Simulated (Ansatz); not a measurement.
## twin(11-22) boundary in hcp Ru, starting shift (0.33, 0): structure and resistance

Wanted: what the twin(11-22) boundary in hcp Ru, starting shift (0.33, 0) costs an interconnect.

Calculated with Ansatz 0.2.0; Ansatz plane-wave DFT, PBE, PAW files; relaxation of a bicrystal slab with its lowest layers held; PAW set soft_1, in the first sound run; inputs show where later runs differ.

### Step 1. Set-up

The cell holds 32 atoms: 32 Ru. Its edges and angles: a = 4.687 Å, b = 5.065 Å, c = 29.299 Å, α = 90.0°, β = 90.0°, γ = 90.0°. It derives from Ru. built on the (1 1 2) plane; 4 overlapping atoms removed and the grains opened by 0 Å. Vacuum lies along c.

### Step 2. Relaxing the bicrystal

The boundary is built by mirroring the lower grain in the boundary plane and removing any atoms that overlap. A thin bicrystal slab is relaxed first, with the lowest layers held and the upper grain free to shift and open.

input.yaml

```yaml
crystal:
  lattice:
    - [4.6865830751, 0.0, 0.0]
    - [0.0, 5.0651773167, 0.0]
    - [0.0, 0.0, 29.299007984]
  atoms:
    - { symbol: Ru, position: [0.9166666666, 0.2487806562, 0.170654242] }
    - { symbol: Ru, position: [0.0833333332, 0.7487806562, 0.170654242] }
    - { symbol: Ru, position: [0.4166666666, 0.1060977053, 0.2096892838] }
    - { symbol: Ru, position: [0.5833333332, 0.6060977053, 0.2096892838] }
    - { symbol: Ru, position: [0.9166666666, 0.9634147544, 0.2487243255] }
    - { symbol: Ru, position: [0.0833333332, 0.4634147544, 0.2487243255] }
    - { symbol: Ru, position: [0.4166666667, 0.8207318035, 0.2877593672] }
    - { symbol: Ru, position: [0.5833333333, 0.3207318035, 0.2877593672] }
    - { symbol: Ru, position: [0.9166666667, 0.6780488527, 0.3267944089] }
    - { symbol: Ru, position: [0.0833333333, 0.1780488527, 0.3267944089] }
    - { symbol: Ru, position: [0.4166666667, 0.5353659018, 0.3658294506] }
    - { symbol: Ru, position: [0.5833333333, 0.0353659018, 0.3658294506] }
    - { symbol: Ru, position: [0.9166666667, 0.3926829509, 0.4048644924] }
    - { symbol: Ru, position: [0.0833333333, 0.8926829509, 0.4048644924] }
    - { symbol: Ru, position: [0.4166666667, 0.25, 0.4438995341] }
    - { symbol: Ru, position: [0.5833333333, 0.75, 0.4438995341] }
    - { symbol: Ru, position: [0.7466666667, 0.5353659018, 0.5219696175] }
    - { symbol: Ru, position: [0.9133333333, 0.0353659018, 0.5219696175] }
    - { symbol: Ru, position: [0.2466666667, 0.6780488527, 0.5610046592] }
    - { symbol: Ru, position: [0.4133333333, 0.1780488527, 0.5610046592] }
    - { symbol: Ru, position: [0.7466666667, 0.8207318035, 0.600039701] }
    - { symbol: Ru, position: [0.9133333333, 0.3207318035, 0.600039701] }
    - { symbol: Ru, position: [0.2466666666, 0.9634147544, 0.6390747427] }
    - { symbol: Ru, position: [0.4133333332, 0.4634147544, 0.6390747427] }
    - { symbol: Ru, position: [0.7466666666, 0.1060977053, 0.6781097844] }
    - { symbol: Ru, position: [0.9133333332, 0.6060977053, 0.6781097844] }
    - { symbol: Ru, position: [0.2466666666, 0.2487806562, 0.7171448261] }
    - { symbol: Ru, position: [0.4133333332, 0.7487806562, 0.7171448261] }
    - { symbol: Ru, position: [0.7466666666, 0.3914636071, 0.7561798678] }
    - { symbol: Ru, position: [0.9133333332, 0.8914636071, 0.7561798678] }
    - { symbol: Ru, position: [0.2466666666, 0.534146558, 0.7952149096] }
    - { symbol: Ru, position: [0.4133333332, 0.034146558, 0.7952149096] }
kpoints:
  mp_grid: { grid: [5, 5, 1] }
hamiltonian:
  xc: pbe
  pseudopotentials: { kind: paw, azcp: { folder: soft_1 } }
scf:
  occupations: { method: fermi_dirac, width: 0.1 }
relax:
  f_tol: 0.03
  max_steps: 80
  constraints: [{ sites: [0, 1, 2, 3, 4, 5] }]
```

The run is started by

```
> ansatz run input.yaml --threads 4 --pin off --max-ram 15360MiB --backend cpu --events-out ev --progress --plain --runs-dir out
```

Numbers of over 12 decimals in the logs are rounded to 6 here.

The program printed:

```text
Engine: ansatz 0.2.0, aarch64-unknown-linux-gnu
Pseudopotentials: kind: paw
Pseudopotential: Ru, paw, valence charge 16, recommended cutoff 420 eV (normal), soft_1/Ru.paw.azcp
Functional definition: PBE
  parameter kappa = 0.804
  parameter beta = 0.066725
  exchange = pbe_x(kappa = kappa, mu = beta*pi^2/3)
  correlation = pbe_c(beta = beta)
Crystal: 32 atoms, lattice volume = 695.511 Å³
Basis set: ecut = 420 eV, 13619 PW (Γ), exchange–correlation on 64×72×400 points (8 copies of the dense FFT grid, shifted against one another)
Bands: 308, of which v1, the nominal top of the filled ones, is band 256 counted from 1 (255 counted from 0)
Symmetry: 1 space group operations
Space group: P1 (ITA 1), of the structure as read, at distance tolerance 8.9e-5 Å
k-points: 13 of 25 (time reversal used)
Non-local potential: Ru, projectors of the file, l = 0: 3, l = 1: 2, l = 2: 2, l = 3: 1
PAW form: soft (Blöchl's): semilocal exchange-correlation on the pseudo side does not see the compensation charge
PAW one-centre angular grid: Ru, 590 points (default); XC on 64 Gauss nodes
Initial density: superposition of atomic densities (neutral atoms: chi_scale 0, normalization atom)
Initial wavefunctions: pseudopotential atomic-orbital guess
Functional: x = pbe(κ = 0.804, μ = 0.219515), c = pbe(β = 0.066725)
SCF iter   1: F=—  HF=-188125.346600 eV  |F-HF|=—  |Δ(HF+E_count)|=         —  Δρ=9.28e-2  dr2=1.24e2  ethr=3.10e-3  ⟨swp⟩=7.1  Hψ=15468  notcnv=0  defer=7
preconditioner: auto → LDOS  [metal: Δε(μ)=0.010 eV  Ē_g=4.763 eV  σ=0.100 eV  W_gap=0.03  n_scr=190 (ndim 8)  ℏωp=22.5 eV  f_vac=0.291  D(μ)=33.35/eV (n_scr^D=290)  β→1.0]
SCF iter   2: F=—  HF=-188127.570784 eV  |F-HF|=—  |Δ(HF+E_count)|=    2.22e0  Δρ=9.71e-2  dr2=8.68e1  ethr=3.10e-3  ⟨swp⟩=4.0  Hψ=11067  notcnv=0  defer=12
SCF iter   3: F=—  HF=-188105.029418 eV  |F-HF|=—  |Δ(HF+E_count)|=    2.25e1  Δρ=6.34e-3  dr2=3.59e-1  ethr=3.10e-3  ⟨swp⟩=3.0  Hψ=9630  notcnv=0  defer=27
SCF iter   4: F=—  HF=-188104.963006 eV  |F-HF|=—  |Δ(HF+E_count)|=   6.64e-2  Δρ=2.79e-3  dr2=1.07e-1  ethr=7.01e-5  ⟨swp⟩=3.3  Hψ=9130  notcnv=0  defer=24
SCF iter   5: F=—  HF=-188104.947715 eV  |F-HF|=—  |Δ(HF+E_count)|=   1.53e-2  Δρ=1.06e-3  dr2=2.05e-2  ethr=2.09e-5  ⟨swp⟩=2.1  Hψ=5679  notcnv=0  defer=24
SCF iter   6: F=—  HF=-188104.949079 eV  |F-HF|=—  |Δ(HF+E_count)|=   1.36e-3  Δρ=4.41e-4  dr2=3.02e-3  ethr=4.01e-6  ⟨swp⟩=2.0  Hψ=5687  notcnv=0  defer=24
SCF iter   7: F=—  HF=-188104.949190 eV  |F-HF|=—  |Δ(HF+E_count)|=   1.11e-4  Δρ=1.19e-4  dr2=2.09e-4  ethr=5.90e-7  ⟨swp⟩=2.1  Hψ=5982  notcnv=0  defer=24
SCF iter   8: F=—  HF=-188104.949208 eV  |F-HF|=—  |Δ(HF+E_count)|=   1.80e-5  Δρ=4.70e-5  dr2=3.24e-5  ethr=4.09e-8  ⟨swp⟩=3.1  Hψ=7735  notcnv=0  defer=24
SCF iter   9: F=-188104.949210 eV  HF=-188104.949217 eV  |F-HF|=6.77e-6  |Δ(HF+E_count)|=   8.95e-6  Δρ=2.66e-5  dr2=9.37e-6  ethr=4.39e-9  ⟨swp⟩=4.7  Hψ=12478  notcnv=0
SCF 1 converged in 9 iterations: F = -188104.949210 eV  dr2 = 9.37e-6
  greatest PAW one-centre occupation: 1.000 electrons in one spin orbital (limit 2), on the Ru atom at site 21 (counted from 0), in its partial waves of l = 0
relax step   1: F+E_penalty+E_count = -188104.94921029 eV  Δ(F+E_penalty+E_count) = +0.000e0 eV  max|allowed force component| = 1.084e0 eV/Å  Δτ_max = 0.0000 Å  (9 SCF iters, dr2 threshold 2.25e-5 eV, accepted)
Initial density: handed on by an earlier stage of this run
Initial wavefunctions: those handed on with the density
iter 1 solved again at ethr=1.95e-3 eV; its pass at ethr=3.10e-3 eV (dr2=9.99e0 eV) is discarded
SCF iter   1: F=—  HF=-188106.448861 eV  |F-HF|=—  |Δ(HF+E_count)|=         —  Δρ=1.72e-2  dr2=1.01e1  ethr=1.95e-3  ⟨swp⟩=1.0  Hψ=14512  notcnv=0  defer=15
preconditioner: auto → LDOS  [metal: Δε(μ)=0.011 eV  Ē_g=4.319 eV  σ=0.100 eV  W_gap=0.03  n_scr=190 (ndim 8)  ℏωp=22.5 eV  f_vac=0.296  D(μ)=35.80/eV (n_scr^D=356)  β→1.0]
SCF iter   2: F=—  HF=-188106.178124 eV  |F-HF|=—  |Δ(HF+E_count)|=   2.71e-1  Δρ=6.61e-3  dr2=4.90e-1  ethr=1.95e-3  ⟨swp⟩=2.0  Hψ=4380  notcnv=0  defer=15
SCF iter   3: F=—  HF=-188106.130097 eV  |F-HF|=—  |Δ(HF+E_count)|=   4.80e-2  Δρ=4.35e-3  dr2=2.45e-1  ethr=9.58e-5  ⟨swp⟩=3.2  Hψ=8574  notcnv=0  defer=24
SCF iter   4: F=—  HF=-188106.082092 eV  |F-HF|=—  |Δ(HF+E_count)|=   4.80e-2  Δρ=6.95e-4  dr2=5.79e-3  ethr=4.78e-5  ⟨swp⟩=3.0  Hψ=8354  notcnv=0  defer=24
SCF iter   5: F=—  HF=-188106.080771 eV  |F-HF|=—  |Δ(HF+E_count)|=   1.32e-3  Δρ=1.65e-4  dr2=2.56e-4  ethr=1.13e-6  ⟨swp⟩=2.2  Hψ=6490  notcnv=0  defer=24
SCF iter   6: F=-188106.080835 eV  HF=-188106.080835 eV  |F-HF|=3.33e-7  |Δ(HF+E_count)|=   6.45e-5  Δρ=5.56e-5  dr2=2.83e-5  ethr=1.43e-8  ⟨swp⟩=2.9  Hψ=15838  notcnv=0
SCF 2 converged in 6 iterations: F = -188106.080835 eV  dr2 = 2.83e-5
  greatest PAW one-centre occupation: 1.000 electrons in one spin orbital (limit 2), on the Ru atom at site 27 (counted from 0), in its partial waves of l = 0
relax step   2: F+E_penalty+E_count = -188106.08083500 eV  Δ(F+E_penalty+E_count) = -1.132e0 eV  max|allowed force component| = 5.465e-1 eV/Å  Δτ_max = 0.1983 Å  (6 SCF iters, dr2 threshold 7.34e-5 eV, accepted)
SCF iter   1: F=—  HF=-188107.346687 eV  |F-HF|=—  |Δ(HF+E_count)|=         —  Δρ=2.11e-2  dr2=2.57e1  ethr=3.10e-3  ⟨swp⟩=5.5  Hψ=10166  notcnv=0  defer=7
preconditioner: auto → LDOS  [metal: Δε(μ)=0.003 eV  Ē_g=4.339 eV  σ=0.100 eV  W_gap=0.01  n_scr=190 (ndim 8)  ℏωp=22.5 eV  f_vac=0.301  D(μ)=35.31/eV (n_scr^D=352)  β→1.0]
SCF iter   2: F=—  HF=-188106.941395 eV  |F-HF|=—  |Δ(HF+E_count)|=   4.05e-1  Δρ=8.77e-3  dr2=9.56e-1  ethr=3.10e-3  ⟨swp⟩=2.0  Hψ=5009  notcnv=0  defer=24
SCF iter   3: F=—  HF=-188106.826126 eV  |F-HF|=—  |Δ(HF+E_count)|=   1.15e-1  Δρ=5.62e-3  dr2=4.39e-1  ethr=1.87e-4  ⟨swp⟩=2.8  Hψ=8937  notcnv=0  defer=24
SCF iter   4: F=—  HF=-188106.753688 eV  |F-HF|=—  |Δ(HF+E_count)|=   7.24e-2  Δρ=6.90e-4  dr2=7.98e-3  ethr=8.58e-5  ⟨swp⟩=2.0  Hψ=6456  notcnv=0  defer=24
SCF iter   5: F=—  HF=-188106.752206 eV  |F-HF|=—  |Δ(HF+E_count)|=   1.48e-3  Δρ=1.95e-4  dr2=8.67e-4  ethr=1.56e-6  ⟨swp⟩=2.8  Hψ=6929  notcnv=0  defer=24
SCF iter   6: F=—  HF=-188106.752315 eV  |F-HF|=—  |Δ(HF+E_count)|=   1.10e-4  Δρ=7.22e-5  dr2=5.27e-5  ethr=1.69e-7  ⟨swp⟩=1.8  Hψ=5067  notcnv=0  defer=24
SCF iter   7: F=-188106.752341 eV  HF=-188106.752343 eV  |F-HF|=2.38e-6  |Δ(HF+E_count)|=   2.82e-5  Δρ=2.31e-5  dr2=5.96e-6  ethr=3.65e-9  ⟨swp⟩=5.0  Hψ=14078  notcnv=0
SCF 3 converged in 7 iterations: F = -188106.752341 eV  dr2 = 5.96e-6
[...]
relax step   7: F+E_penalty+E_count = -188108.84687235 eV  Δ(F+E_penalty+E_count) = -3.793e-1 eV  max|allowed force component| = 1.929e-1 eV/Å  Δτ_max = 0.1950 Å  (7 SCF iters, dr2 threshold 3.23e-5 eV, accepted)
relax step   8: F+E_penalty+E_count = -188109.10029787 eV  Δ(F+E_penalty+E_count) = -2.534e-1 eV  max|allowed force component| = 1.226e-1 eV/Å  Δτ_max = 0.2000 Å  (8 SCF iters, dr2 threshold 1.32e-5 eV, accepted)
relax step   9: F+E_penalty+E_count = -188109.26798983 eV  Δ(F+E_penalty+E_count) = -1.677e-1 eV  max|allowed force component| = 5.788e-2 eV/Å  Δτ_max = 0.2000 Å  (8 SCF iters, dr2 threshold 5.34e-6 eV, accepted)
relax step  10: F+E_penalty+E_count = -188109.35269881 eV  Δ(F+E_penalty+E_count) = -8.471e-2 eV  max|allowed force component| = 1.101e-1 eV/Å  Δτ_max = 0.1954 Å  (10 SCF iters, accepted)
relax step  11: F+E_penalty+E_count = -188109.34328121 eV  Δ(F+E_penalty+E_count) = +9.418e-3 eV  max|allowed force component| = 3.434e-1 eV/Å  Δτ_max = 0.1519 Å  (8 SCF iters, dr2 threshold 2.70e-6 eV, rejected (line search))
relax step  12: F+E_penalty+E_count = -188109.36959841 eV  Δ(F+E_penalty+E_count) = -1.690e-2 eV  max|allowed force component| = 2.034e-2 eV/Å  Δτ_max = 0.0759 Å  (9 SCF iters, accepted)
relax step  13: F+E_penalty+E_count = -188109.37383223 eV  Δ(F+E_penalty+E_count) = -4.234e-3 eV  max|allowed force component| = 4.778e-2 eV/Å  Δτ_max = 0.0743 Å  (9 SCF iters, accepted)
SCF iter   1: F=—  HF=-188109.374750 eV  |F-HF|=—  |Δ(HF+E_count)|=         —  Δρ=4.36e-4  dr2=3.69e-3  ethr=4.37e-6  ⟨swp⟩=2.0  Hψ=7034  notcnv=0  defer=24
preconditioner: auto → LDOS  [metal: Δε(μ)=0.005 eV  Ē_g=4.507 eV  σ=0.100 eV  W_gap=0.01  n_scr=190 (ndim 8)  ℏωp=22.5 eV  f_vac=0.326  D(μ)=33.88/eV (n_scr^D=310)  β→1.0]
SCF iter   2: F=—  HF=-188109.374598 eV  |F-HF|=—  |Δ(HF+E_count)|=   1.52e-4  Δρ=2.40e-4  dr2=5.28e-4  ethr=7.20e-7  ⟨swp⟩=2.0  Hψ=6277  notcnv=0  defer=25
SCF iter   3: F=—  HF=-188109.374495 eV  |F-HF|=—  |Δ(HF+E_count)|=   1.03e-4  Δρ=1.12e-4  dr2=1.03e-4  ethr=1.03e-7  ⟨swp⟩=3.0  Hψ=8360  notcnv=0  defer=25
SCF iter   4: F=—  HF=-188109.374459 eV  |F-HF|=—  |Δ(HF+E_count)|=   3.59e-5  Δρ=2.17e-5  dr2=2.35e-6  ethr=2.01e-8  ⟨swp⟩=2.6  Hψ=6546  notcnv=0  defer=25
SCF iter   5: F=—  HF=-188109.374084 eV  |F-HF|=—  |Δ(HF+E_count)|=   3.75e-4  Δρ=3.58e-6  dr2=6.35e-8  ethr=1.95e-11  ⟨swp⟩=4.2  Hψ=20657  notcnv=0
SCF iter   6: F=-188109.374084 eV  HF=-188109.374084 eV  |F-HF|=7.36e-9  |Δ(HF+E_count)|=   4.57e-9  Δρ=1.27e-6  dr2=1.41e-8  ethr=1.24e-11  ⟨swp⟩=2.2  Hψ=13232  notcnv=0
SCF 14 converged in 6 iterations: F = -188109.374084 eV  dr2 = 1.41e-8
relax step  14: F+E_penalty+E_count = -188109.37408365 eV  Δ(F+E_penalty+E_count) = -2.514e-4 eV  max|allowed force component| = 2.289e-2 eV/Å  Δτ_max = 0.0061 Å  (6 SCF iters, accepted)
SCF converged after 6 iterations
Free energy (F): -188109.374084 eV
Harris-Foulkes:  -188109.374084 eV  (|F-HF|=7.36e-9)
Internal energy: -188108.258250 eV  (E = F + TS)
E sigma→0 (E₀):  -188108.816167 eV
Entropy (-TS):   -1.115834 eV (-34.870 meV/atom)
Fermi energy:    12.887456 eV
--- Per-component energies (eV) ---
  E_band       = -7084.387587
  E_kinetic    = 14696.698535
  E_local      = -693004.641123  (includes V_loc(G=0)·N_el)
  E_nonlocal   = 13222.865718
  E_hartree    = 337008.358098
  E_xc         = -5422.497358
  E_vxc        = -6855.315869  (∫ρ·V_xc dr)
  E_paw        = -112053.218434  (= ΣΔE_a)
  E_vpaw       = -9160.725161  (= ΣTr[D̂ρ^β])
  E_aug_tail   = 0.020322  (compensation charges beyond the density's cutoff)
  E_ewald      = 257444.155991
  E_smearing   = -1.115834  (= −TS)
  E_closure    = -0.000000  (closes the sum)
  Σ components = -188109.374084   (vs F -188109.374084, Δ=0.00e0)
--- Forces (eV/Å), atoms counted from 1 ---
  atom   1  Ru     0.35816787    -0.04081456     1.10992930
  atom   2  Ru    -0.35799176    -0.04086154     1.10940074
  atom   3  Ru     0.09858905     0.05000235    -0.35766269
  atom   4  Ru    -0.09787188     0.05058479    -0.35858478
  atom   5  Ru    -0.23823173    -0.01284391    -0.74353165
  atom   6  Ru     0.24058811    -0.01216198    -0.74381172
  atom   7  Ru    -0.00242491     0.00078436     0.00039893
  atom   8  Ru     0.00266121    -0.00059201     0.00097007
  atom   9  Ru    -0.00466725    -0.00317849    -0.00224052
  atom  10  Ru     0.01178656    -0.00423244    -0.00128003
  atom  11  Ru    -0.00429391     0.00334038    -0.00439252
  atom  12  Ru     0.00927492    -0.00328477     0.00151049
  atom  13  Ru    -0.00065003     0.01246417    -0.00694347
  atom  14  Ru    -0.00569252     0.00485706     0.00168321
  atom  15  Ru     0.01517259     0.00083565    -0.00755248
  atom  16  Ru    -0.02288943     0.00070768    -0.00423444
  atom  17  Ru     0.00784053    -0.00716090    -0.00432651
  atom  18  Ru    -0.00907976    -0.00889009    -0.00627324
  atom  19  Ru     0.00692074    -0.00420469    -0.00323366
  atom  20  Ru     0.00079793     0.00121542    -0.00174489
  atom  21  Ru     0.00268172     0.00193429    -0.00045694
  atom  22  Ru    -0.00503287     0.00288036     0.00079279
  atom  23  Ru    -0.00057818     0.00079129     0.00156213
  atom  24  Ru    -0.00553439    -0.00081095     0.00141797
  atom  25  Ru     0.00006453     0.00304268     0.00459978
  atom  26  Ru    -0.00277141     0.00025211     0.00166415
  atom  27  Ru     0.00188521     0.00178732     0.00441723
  atom  28  Ru     0.00027601     0.00003799     0.00283548
  atom  29  Ru     0.00008408     0.00057538     0.00241103
  atom  30  Ru     0.00088387     0.00062007     0.00045608
  atom  31  Ru    -0.00042405     0.00085285     0.00214075
  atom  32  Ru     0.00046683     0.00147315     0.00009313
  max |Σ_I F_I| component: 1.37e-5 eV/Å
--- Relaxed structure (14 steps of the walk, 13 accepted, 0 SCFs on fresh bases) ---
  F+E_penalty+E_count = -188109.37408365 eV   max|allowed force component| = 2.289e-2 eV/Å
  atoms:
    - { symbol: Ru, position: [0.9166666666, 0.2487806562, 0.170654242] }
    - { symbol: Ru, position: [0.0833333332, 0.7487806562, 0.170654242] }
    - { symbol: Ru, position: [0.4166666666, 0.1060977053, 0.2096892838] }
    - { symbol: Ru, position: [0.5833333332, 0.6060977053, 0.2096892838] }
    - { symbol: Ru, position: [0.9166666666, 0.9634147544, 0.248724] }
    - { symbol: Ru, position: [0.0833333332, 0.4634147544, 0.248724] }
    - { symbol: Ru, position: [0.417786, 0.821031, 0.287684] }
    - { symbol: Ru, position: [0.582308, 0.321065, 0.287682] }
    - { symbol: Ru, position: [0.916207, 0.676023, 0.326944] }
    - { symbol: Ru, position: [0.083905, 0.176039, 0.326934] }
    - { symbol: Ru, position: [0.414359, 0.533659, 0.367487] }
    - { symbol: Ru, position: [0.585974, 0.033760, 0.367474] }
    - { symbol: Ru, position: [0.914526, 0.392317, 0.404616] }
    - { symbol: Ru, position: [0.086047, 0.892413, 0.404598] }
    - { symbol: Ru, position: [0.413502, 0.248792, 0.447651] }
    - { symbol: Ru, position: [0.587364, 0.748807, 0.447645] }
    - { symbol: Ru, position: [0.914508, 0.393986, 0.490709] }
    - { symbol: Ru, position: [1.086441, -0.106004, 0.490704] }
    - { symbol: Ru, position: [0.413642, 0.534688, 0.527819] }
    - { symbol: Ru, position: [0.587251, 0.034617, 0.527817] }
    - { symbol: Ru, position: [0.916420, 0.678442, 0.568549] }
    - { symbol: Ru, position: [1.084695, 0.178432, 0.568547] }
    - { symbol: Ru, position: [0.417220, 0.818128, 0.606835] }
    - { symbol: Ru, position: [0.583969, 0.318137, 0.606834] }
    - { symbol: Ru, position: [0.918265, -0.032473, 0.647289] }
    - { symbol: Ru, position: [1.082913, 0.467553, 0.647294] }
    - { symbol: Ru, position: [0.414331, 0.105670, 0.685754] }
    - { symbol: Ru, position: [0.586775, 0.605697, 0.685756] }
    - { symbol: Ru, position: [0.920696, 0.252113, 0.725961] }
    - { symbol: Ru, position: [1.080393, 0.752118, 0.725970] }
    - { symbol: Ru, position: [0.423193, 0.394440, 0.760013] }
    - { symbol: Ru, position: [0.577914, -0.105564, 0.760019] }
```

Run time: 34 min. Hardware: 4 threads of Arm Neoverse V1, shared host; peak memory 4.7 GiB.

Step by step:

| step | energy less that of the first step (eV) | largest force component (eV/Å) |
| --- | --- | --- |
| 1 | 0.0000 | 1.0836 |
| 2 | -1.1316 | 0.5465 |
| 3 | -1.8031 | 0.6045 |
| 4 | -2.4280 | 0.7130 |
| 5 | -3.0008 | 0.3962 |
| 6 | -3.5184 | 0.3236 |
| 7 | -3.8977 | 0.1929 |
| 8 | -4.1511 | 0.1226 |
| 9 | -4.3188 | 0.0579 |
| 10 | -4.4035 | 0.1101 |
| 11 | -4.3941 | 0.3434 |
| 12 | -4.4204 | 0.0203 |
| 13 | -4.4246 | 0.0478 |
| 14 | -4.4249 | 0.0229 |

Relaxation step 11 was tried and not accepted.

The atoms that moved most (Å):

| atom | dx | dy | dz | length |
| --- | --- | --- | --- | --- |
| Ru31 | 0.827 | -0.708 | -1.031 | 1.500 |
| Ru32 | 0.771 | -0.708 | -1.031 | 1.469 |
| Ru20 | 0.815 | -0.727 | -0.972 | 1.462 |
| Ru19 | 0.783 | -0.726 | -0.972 | 1.444 |
| Ru24 | 0.800 | -0.736 | -0.945 | 1.440 |
| Ru23 | 0.799 | -0.736 | -0.945 | 1.440 |
| Ru28 | 0.813 | -0.725 | -0.920 | 1.425 |
| Ru22 | 0.803 | -0.721 | -0.923 | 1.420 |

This step gave:

```
free energy             : -188109.3741 eV
energy at zero smearing : -188108.8162 eV
Fermi energy            : 12.89 eV
```

The largest force component on a free atom ends at 0.023 eV/Å, under the tolerance of 0.03, after 14 steps.

(Part 1 of 2 ends here.)

[Logs are printed without paths, hosts, clocks, repeated set-up lines and the standing remarks that a program may print on its own settings, such as how far it seeks lower states.]

[Hosts, paths, dates, database ids (printed as entryN), source tags and the programs' standing remarks are cut or masked in the printed files.]
